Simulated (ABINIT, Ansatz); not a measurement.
# YbP (Fm-3m): from the cell to the phonon bands, part 4 of 4

How does YbP (Fm-3m) vibrate, and is this structure a minimum?

ABINIT 10.8.3; DFT PBEsol, scalar-relativistic, plane waves, PseudoDojo norm-conserving, 4f in core pseudopotentials (the lanthanide files made for PBE).

So far, highest frequency (cm⁻¹): step 7 (dispersion) 323.

### 9. Cross-check with Ansatz

A second program on the same cell, potentials, cutoff and meshes tests the implementation of the phonon response, not its convergence.

This step: DFT PBEsol, scalar-relativistic, plane waves, norm-conserving pseudopotentials, 4f in core (Ansatz 0.2.0).

Contents of input.yaml:

```yaml
crystal:
  lattice:
    - [0.0, 2.742088766, 2.742088766]
    - [2.742088766, 0.0, 2.742088766]
    - [2.742088766, 2.742088766, 0.0]
  atoms:
    - { symbol: Yb, position: [0.5, 0.5, 0.5] }
    - { symbol: P, position: [0.0, 0.0, 0.0] }
kpoints:
  mp_grid: { grid: [8, 8, 8] }
hamiltonian:
  xc: pbesol
  pseudopotentials:
    kind: nc
    azcp: { Yb: "pseudopotentials/pbe/nc/lanthanide_3plus/Yb.nc.azcp" }
    accuracy: standard
scf:
  occupations: { method: gaussian, width: 0.27211 }
output:
  eigenvalues: true
basis:
  ecutwfc: 517.016
phonons:
  method: dfpt
  qmesh: [2, 2, 2]
  temperatures: { t_max: 1000, t_step: 50 }
  qpath:
    path:
      - [[0.0, 0.0, 0.0], [0.5, 0.0, 0.5], [0.625, 0.25, 0.625]]
      - [[0.375, 0.375, 0.75], [0.0, 0.0, 0.0], [0.5, 0.5, 0.5], [0.5, 0.25, 0.75], [0.5, 0.0, 0.5]]
    npoints: 10
  electrical_resistivity: { temperatures: [77, 300], mesh: [16, 16, 16] }
```

On the command line:

```sh
> ansatz run input.yaml --threads 4 --pin off --max-ram 8192MiB --backend cpu --events-out ev --progress --plain --runs-dir out
```

Numbers of over 12 decimals in the logs are rounded to 6 here.

Output:

```text
Warning: basis.ecutwfc = 517.016 eV is below the records' recommended 680.284656 eV, and the density's cutoff is lower with it unless basis.ecutrho_ratio is high enough to keep the records' density cutoff: compare with a run at a higher cutoff
Warning: <dir> the record states the generating functional pbe (its physics header spells it `PBE`), which answers neither for hamiltonian.xc's functional nor for the pbesol family's — results may be inconsistent (PPs are generated against a specific XC)
Engine: ansatz 0.2.0, aarch64-unknown-linux-gnu
Pseudopotentials: kind: nc
Pseudopotential: Yb, nc, valence charge 11, recommended cutoff 680.284656 eV (normal), <dir>
Pseudopotential: P, nc, valence charge 5, recommended cutoff 598.650497 eV (normal), P.nc.azcp (PseudoDojo's, or run here from an input of PseudoDojo's; its table is named by hamiltonian.pseudopotentials.accuracy)
Functional definition: PBEsol
  exchange = pbesol_x
  correlation = pbesol_c
Crystal: 2 atoms, lattice volume = 41.236 Å³
Basis set: ecut = 517.016 eV, 1067 PW (Γ), exchange–correlation on 60×60×60 points (8 copies of the dense FFT grid, shifted against one another)
Bands: 12, of which v1, the nominal top of the filled ones, is band 8 counted from 1 (7 counted from 0)
Symmetry: 48 space group operations
k-points: 29 of 512
Non-local potential: Yb, projectors of the file, l = 0: 2, l = 1: 2, l = 2: 2, l = 3: 2
Non-local potential: P, projectors of the file, l = 0: 2, l = 1: 2, l = 2: 2
Initial density: superposition of atomic densities (chi_scale 0.1, normalization cell)
Initial wavefunctions: pseudopotential atomic-orbital guess
Functional: x = pbesol(κ = 0.804, μ = 0.123457), c = pbesol(β = 0.046)
SCF iter   1: F=—  HF=-1456.385949 eV  |F-HF|=—  |Δ(HF+E_count)|=         —  Δρ=4.16e-2  dr2=1.32e0  ethr=3.10e-3  ⟨swp⟩=4.8  Hψ=1865  notcnv=0
preconditioner: auto → Kerker (q_TF=auto, 2.330 Å⁻¹)  [metal: Δε(μ)=0.242 eV  Ē_g=8.701 eV  σ=0.272 eV  W_gap=0.46  n_scr=14 (ndim 8)  ℏωp=16.4 eV  f_vac=0.000  D(μ)=0.14/eV (n_scr^D=0)]
SCF iter   2: F=—  HF=-1456.096798 eV  |F-HF|=—  |Δ(HF+E_count)|=   2.89e-1  Δρ=2.22e-2  dr2=3.39e-1  ethr=3.10e-3  ⟨swp⟩=1.4  Hψ=596  notcnv=0
preconditioner: auto → none  [insulator: Δε(μ)=0.582 eV  Ē_g=8.406 eV  σ=0.272 eV  W_gap=0.71  n_scr=14 (ndim 8)  ℏωp=16.4 eV  f_vac=0.000  D(μ)=0.18/eV (n_scr^D=0)  ε∞_Penn≈4.8]
SCF iter   3: F=—  HF=-1456.010416 eV  |F-HF|=—  |Δ(HF+E_count)|=   8.64e-2  Δρ=2.80e-3  dr2=4.44e-3  ethr=2.12e-3  ⟨swp⟩=2.1  Hψ=566  notcnv=0
SCF iter   4: F=—  HF=-1456.010409 eV  |F-HF|=—  |Δ(HF+E_count)|=   6.92e-6  Δρ=3.42e-4  dr2=2.56e-5  ethr=2.78e-5  ⟨swp⟩=2.0  Hψ=544  notcnv=0
SCF iter   5: F=—  HF=-1456.010422 eV  |F-HF|=—  |Δ(HF+E_count)|=   1.26e-5  Δρ=4.11e-5  dr2=4.35e-7  ethr=1.60e-7  ⟨swp⟩=2.3  Hψ=527  notcnv=0
SCF iter   6: F=—  HF=-1456.010421 eV  |F-HF|=—  |Δ(HF+E_count)|=   3.04e-7  Δρ=3.16e-6  dr2=3.90e-9  ethr=2.72e-9  ⟨swp⟩=2.1  Hψ=501  notcnv=0
SCF iter   7: F=—  HF=-1456.010421 eV  |F-HF|=—  |Δ(HF+E_count)|=  8.58e-10  Δρ=6.52e-7  dr2=1.97e-10  ethr=2.44e-11  ⟨swp⟩=2.2  Hψ=569  notcnv=0
SCF iter   8: F=-1456.010421 eV  HF=-1456.010421 eV  |F-HF|=4.55e-13  |Δ(HF+E_count)|=  1.06e-10  Δρ=2.90e-8  dr2=2.58e-13  ethr=1.00e-12  ⟨swp⟩=6.4  Hψ=1567  notcnv=0
SCF 1 converged in 8 iterations: F = -1456.010421 eV  dr2 = 2.58e-13
Initial density: read from a saved state, or passed on in memory by an earlier SCF of this step, an earlier step, the calling program or the single point that the run made first
iter 1 solved again at ethr=5.45e-7 eV; its pass at ethr=3.10e-3 eV (dr2=8.72e-5 eV) is discarded
SCF iter   1: F=—  HF=-1456.010421 eV  |F-HF|=—  |Δ(HF+E_count)|=         —  Δρ=1.73e-6  dr2=1.70e-9  ethr=5.45e-7  ⟨swp⟩=3.0  Hψ=2909  notcnv=0
eigensolver tolerance schedule: the retry pair's looser diagonalisation over-reported the residual by 51186.66 of it (diagonalisation noise at an unbounded share of the residual, at the tolerance the schedule requests for it); recorded, not acted on — ethr = c·dr2/N_el stays at c = 1.0e-1
preconditioner: auto → none  [insulator: Δε(μ)=0.342 eV  Ē_g=8.122 eV  σ=0.272 eV  W_gap=0.54  n_scr=14 (ndim 8)  ℏωp=16.4 eV  f_vac=0.000  D(μ)=0.21/eV (n_scr^D=0)  ε∞_Penn≈5.1]
[...]
SCF iter   6: F=—  HF=-1456.010421 eV  |F-HF|=—  |Δ(HF+E_count)|=  9.32e-12  Δρ=2.41e-7  dr2=3.28e-11  ethr=1.00e-12  ⟨swp⟩=1.0  Hψ=348  notcnv=0
SCF iter   7: F=-1456.010421 eV  HF=-1456.010421 eV  |F-HF|=5.91e-12  |Δ(HF+E_count)|=  7.73e-12  Δρ=1.22e-7  dr2=8.60e-12  ethr=1.00e-12  ⟨swp⟩=1.3  Hψ=822  notcnv=0
SCF 2 converged in 7 iterations: F = -1456.010421 eV  dr2 = 8.60e-12
phonons: the bands overlap, so this run is a metal and interpolates without the dipole-dipole term. If the crystal is really an insulator or semiconductor, its LO-TO splitting is missing
NSCF: frozen V_eff on 29 k-points
NSCF: frozen V_eff on 59 k-points
DFPT response loops at q = (0, 0, 0) (fractional): preconditioner auto → Kerker (q_TF=auto, 2.330 Å⁻¹) (partly filled bands, converged f_vac=0.000); β = 1.00, the filter's whole step (`scf.mixing.beta` (0.50) is not read by the response loops under this deck's `scf.mixing.preconditioner`; to damp them name `kerker` or `kerker_dos`, under which they read `scf.mixing.beta`, and type it under 1.00, their step now; both keys bind the ground state too); Broyden in place of MSR1
NSCF: frozen V_eff on 300 k-points
DFPT response loops at q = (0, 0, -0.5) (fractional): mixed as the last ones told, above
NSCF: frozen V_eff on 190 k-points
DFPT response loops at q = (0, -0.5, -0.5) (fractional): mixed as the last ones told, above
SCF iter   1: F=—  HF=-1456.385949 eV  |F-HF|=—  |Δ(HF+E_count)|=         —  Δρ=4.16e-2  dr2=1.32e0  ethr=3.10e-3  ⟨swp⟩=4.8  Hψ=1865  notcnv=0
SCF iter   2: F=—  HF=-1456.096798 eV  |F-HF|=—  |Δ(HF+E_count)|=   2.89e-1  Δρ=2.22e-2  dr2=3.39e-1  ethr=3.10e-3  ⟨swp⟩=1.4  Hψ=596  notcnv=0
SCF iter   3: F=—  HF=-1456.010416 eV  |F-HF|=—  |Δ(HF+E_count)|=   8.64e-2  Δρ=2.80e-3  dr2=4.44e-3  ethr=2.12e-3  ⟨swp⟩=2.1  Hψ=566  notcnv=0
SCF iter   4: F=—  HF=-1456.010409 eV  |F-HF|=—  |Δ(HF+E_count)|=   6.92e-6  Δρ=3.42e-4  dr2=2.56e-5  ethr=2.78e-5  ⟨swp⟩=2.0  Hψ=544  notcnv=0
SCF iter   5: F=—  HF=-1456.010422 eV  |F-HF|=—  |Δ(HF+E_count)|=   1.26e-5  Δρ=4.11e-5  dr2=4.35e-7  ethr=1.60e-7  ⟨swp⟩=2.3  Hψ=527  notcnv=0
SCF iter   6: F=—  HF=-1456.010421 eV  |F-HF|=—  |Δ(HF+E_count)|=   3.04e-7  Δρ=3.16e-6  dr2=3.90e-9  ethr=2.72e-9  ⟨swp⟩=2.1  Hψ=501  notcnv=0
SCF iter   7: F=—  HF=-1456.010421 eV  |F-HF|=—  |Δ(HF+E_count)|=  8.58e-10  Δρ=6.52e-7  dr2=1.97e-10  ethr=2.44e-11  ⟨swp⟩=2.2  Hψ=569  notcnv=0
SCF iter   8: F=-1456.010421 eV  HF=-1456.010421 eV  |F-HF|=0.00e0  |Δ(HF+E_count)|=  1.06e-10  Δρ=2.88e-8  dr2=2.51e-13  ethr=1.00e-12  ⟨swp⟩=3.0  Hψ=895  notcnv=0
SCF 3 converged in 8 iterations: F = -1456.010421 eV  dr2 = 2.51e-13
NSCF: frozen V_eff on 29 k-points
NSCF: frozen V_eff on 29 k-points
[...]
SCF converged after 8 iterations
Free energy (F): -1456.010421 eV
Harris-Foulkes:  -1456.010421 eV  (|F-HF|=4.55e-13)
Internal energy: -1456.002734 eV  (E = F + TS)
E sigma→0 (E₀):  -1456.006578 eV
Entropy (-TS):   -0.007687 eV (-3.844 meV/atom)
Fermi energy:    10.244124 eV
--- Per-component energies (eV) ---
  E_band       = -126.596515
  E_kinetic    = 389.873829
  E_local      = -629.121687  (includes V_loc(G=0)·N_el)
  E_nonlocal   = -0.779789
  E_hartree    = 195.011781
  E_xc         = -374.817721
  E_vxc        = -276.592433  (∫ρ·V_xc dr)
  E_ewald      = -1036.169146
  E_smearing   = -0.007687  (= −TS)
  E_closure    = 0.000000  (closes the sum)
  Σ components = -1456.010421   (vs F -1456.010421, Δ=0.00e0)
--- Band table (eV; the first three rows and the last of 29) ---
  k-point 0: bands = [... 4 lower, -0.7755, 10.8727, 10.8727, 10.8727, 11.8814, 11.8814, 11.8814, 12.7653]
  k-point 1: bands = [... 4 lower, -0.5420, 9.4769, 10.0157, 10.0157, 12.2525, 12.2525, 12.3503, 13.8714]
  k-point 2: bands = [... 4 lower, 0.0966, 7.5706, 9.0060, 9.0060, 12.7261, 13.0792, 13.0792, 15.8399]
  k-point 28: bands = [... 4 lower, 1.0667, 7.6345, 7.6957, 7.6957, 13.5498, 13.5498, 14.1336, 16.2344]
--- Phonons (Γ-DFPT): 2 representative perturbations + reference (Σ response iterations 7) ---
  ASR residual: 1.993e-5 → 0.000e0 eV/Å²; symmetrization residual: 7.956e-8 eV/Å²
  ASR residual per site (eV/Å²): 1.99e-5 1.85e-5
  Γ frequencies (cm⁻¹): 0.00 0.00 0.00 252.24 252.24 252.24
--- Phonons (arbitrary-q DFPT): 3 irreducible q on the 2×2×2 mesh ---
  q = [0.0000, 0.0000, 0.0000] (star 1, of the zone-centre solve; hermiticity 2.59e-8, symmetrization 1.07e-15): -0.00 0.00 0.00 252.24 252.24 252.24
  q = [0.0000, 0.0000, -0.5000] (star 4, 2 solved perturbations on 150 of 512 k-point pairs; hermiticity 2.38e-14, symmetrization 2.62e-14, the responses' own estimated error 2.2e-7 eV/Å²): 102.82 102.82 159.18 268.03 268.03 323.04
  q = [0.0000, -0.5000, -0.5000] (star 3, 4 solved perturbations in 308 linear systems a pass and spin channel, the states on 95 of 512 k-point pairs; hermiticity 3.19e-8, symmetrization 7.21e-14): 86.14 86.14 107.26 260.52 260.52 296.55
  sum rule: each row above includes the acoustic sum rule's correction from the zone centre's row sums; it moved no ω² by more than (0.40 cm⁻¹)²
  mesh force constants: q→R imaginary residual 2.95e-17; ASR residual 1.993e-5 → 0.000e0 eV/Å²; symmetrization residual 1.066e-14 eV/Å²
  interpolated dispersion: 62 rows × 6 modes
  density of states and harmonic sums: on the 20×20×20 q-mesh, interpolated from the force constants of a 2×2×2 supercell (no non-analytic term)
  largest difference from the sums on the solved wave vectors: F 7.35e-2 eV, S 1.06e-4 and C_V 3.23e-5 eV/K
  zero-point energy: 0.070838 eV/cell   skipped modes (ω ≤ 0): 3   left out of the sums: 6.25e-5 of the cell's modes: C_V's classical limit lies that fraction below 3 k_B per atom; for a crystal, a wire or a layer, F and S can be off by more, and a phonons.interpolated_qmesh denser along its periods is the remedy for the sampling
--- Electrical resistivity: potentials and phonons of a 2×2×2 supercell ---
  scattering by harmonic phonons alone, with no dipole-dipole term; scattering by other electrons, impurities, surfaces and spin disorder is left out, and so is spin–orbit coupling
  the resistivity is that of a variational response, whose dependence on the energy is improved iteratively
  at the Fermi level of each mesh (of a tensor a third of its trace):
           mesh   spin    states/(eV spin)  plasma energy (eV)         λ      λ_tr    ħω_log (meV)
       16×16×16                     0.1129              2.7564    0.1147    0.1238          25.088
          8×8×8                     0.1097              2.4272    0.1074    0.1130          26.032
          4×4×4                     0.1212              1.9611    0.1133    0.1240          25.616
  resistivity on the deck's mesh, µΩ·cm:
     T (K)       trace/3  mesh converged            xx            yy            zz    lowest order   relaxation time
     77.00      1.2491e0              no      1.2491e0      1.2491e0      1.2491e0        1.6005e0          1.2237e0
    300.00      1.7096e1              no      1.7096e1      1.7096e1      1.7096e1        1.7593e1          1.6257e1
  mean free path at 77 K (of a tensor a third of its trace): 461 nm by what each carries, 388 by the Fermi surface alone
  Hall coefficient in a weak field at 77 K (a third of the trace): 1.215e-9 m³/C (as a tensor it moves by 20.8 % between the two finest meshes); by each state's relaxation time: 5.640e-10 m³/C; by a constant relaxation time: -7.658e-10 m³/C
  mean free path at 300 K (of a tensor a third of its trace): 30.5 nm by what each carries, 28.4 by the Fermi surface alone
  Hall coefficient in a weak field at 300 K (a third of the trace): 2.750e-10 m³/C (as a tensor it moves by 1.7 % between the two finest meshes); by each state's relaxation time: (none: it, or that of a finer mesh, parts from a neighbouring mesh's by over half of the finer one's); by a constant relaxation time: -7.432e-10 m³/C
  the resistivity times a path that all electrons share, by the Fermi surface of the deck's mesh alone (a third of the trace): 4.849e-15 Ω·m²
  not converged in the mesh (λ; λ_tr; the resistivity at 77 K by 17.39 %; the resistivity at 300 K by 17.53 %): between neighbouring meshes, the two finest first, λ moves by 6.40 % and 5.51 %, λ_tr by 8.78 % and 9.78 % and the resistivity by up to 17.53 % and 91.11 %; an estimate, no bound, puts it up to 3.2e-8 % above the Boltzmann equation's exact value after up to 4 iterations (at most 30 are made, fewer where the estimate is under 1.0e-6 % of each spin channel's own resistivity)
  vibrations of 8 cells: unjudged by the run; compare a larger repeat
  the changes of the potential over all sites missed a rigid shift's by 0.00 % (the site terms' by 0.00 %)
  at the force constants' own smearing the fine mesh and the k-points of their solves give squared frequencies that differ by 1.5 % of the larger at the most, at (0, 0, 0)
```

Run time: 28 s. Hardware: 4 threads of Arm Neoverse V2, shared host; peak memory 0.92 GiB.

Numbers from this step:

* sum-rule residual before enforcement: 1.99e-5 eV/Å²
* mean frequency: 190.4 cm⁻¹
* Debye temperature (second moment): 390 K
* logarithmic mean frequency: 167.5 cm⁻¹
* lowest mode on the q mesh (acoustic ones at the zone centre apart): 86.14 cm⁻¹
* zero-point energy per atom: 35.42 meV
* vibrational entropy at 300 K: 31.43 J/(mol atoms K)

### 10. The two compared: ABINIT PseudoDojo and Ansatz, PseudoDojo

Numbers from this step:

```yaml
root_mean_square_difference: 0.03 cm⁻¹
largest_difference: 0.04 cm⁻¹
root_mean_square_difference_on_the_path: 0 cm⁻¹
largest_difference_on_the_path: 0.1 cm⁻¹
```

The interpolated bands of the two lie on top of each other.

At the solved wavevectors the largest difference (acoustic modes at Γ apart) is 0.01 % of the highest mode.

### 11. What came out

```yaml
space_group_after_relaxation: Fm-3m
volume_per_atom: 20.6 Å³
highest_optical_zone_centre_mode_no_lo_to_term: 252.2 cm⁻¹
q_mesh: 2×2×2
lowest_mode_on_the_q_mesh_acoustic_ones_at_the_zone_centre_apart: 86.2 cm⁻¹
zero_point_energy_per_atom: 35.4 meV
heat_capacity_at_300_k: 23.0 J/(mol atoms K)
vibrational_entropy_at_300_k: 31.5 J/(mol atoms K)
imaginary_modes_on_the_q_mesh: none
largest_difference_from_ansatz_pseudodojo: 0.04 cm⁻¹
```

**Reading.** YbP (Fm-3m) is dynamically stable on the 2×2×2 mesh; its spectrum reaches 323 cm⁻¹. At the PBEsol level the optical modes of YbP (Fm-3m) at the zone centre lie at 252 cm⁻¹. The base run prints -3.6 GPa, mostly the error of a finite basis; the relaxation, with a smoothed and higher cutoff, had brought the cell to rest. An error of this size shows a cutoff that is short for these files. ABINIT PseudoDojo and Ansatz, PseudoDojo agree to 0.04 cm⁻¹ (0.01 % of the highest mode compared) on all solved modes but the acoustic ones at Γ, without the LO-TO term. These are harmonic frequencies at zero temperature: anharmonic shifts and linewidths and thermal expansion are left out. Spin-orbit coupling is left out, which can matter for the heavy elements here. In a metal the frequencies hang on the k mesh and the smearing, most of all near Kohn anomalies. The 4f electrons are frozen in the core as for a trivalent ion, in files made for PBE, so their moments and any magnetic order are left out. Ansatz warns that the cutoff lies 24 % under the one recommended for these files; agreement at one cutoff is not convergence. Electron-phonon sums were run after this but are left out, since no second program bore their λ out within 30 %; a λ that a log prints is not taken as a result. The q mesh stands for a supercell only 7.8 Å across, so branches between the solved wavevectors are rough.

[Host names and launcher messages were left out of these logs when they were recorded.]

[Logs are printed without paths, hosts, clocks, repeated set-up lines and the standing remarks that a program may print on its own settings, such as how far it seeks lower states.]

[Hosts, paths, dates, database ids (printed as entryN), source tags and the programs' standing remarks are cut or masked in the printed files.]
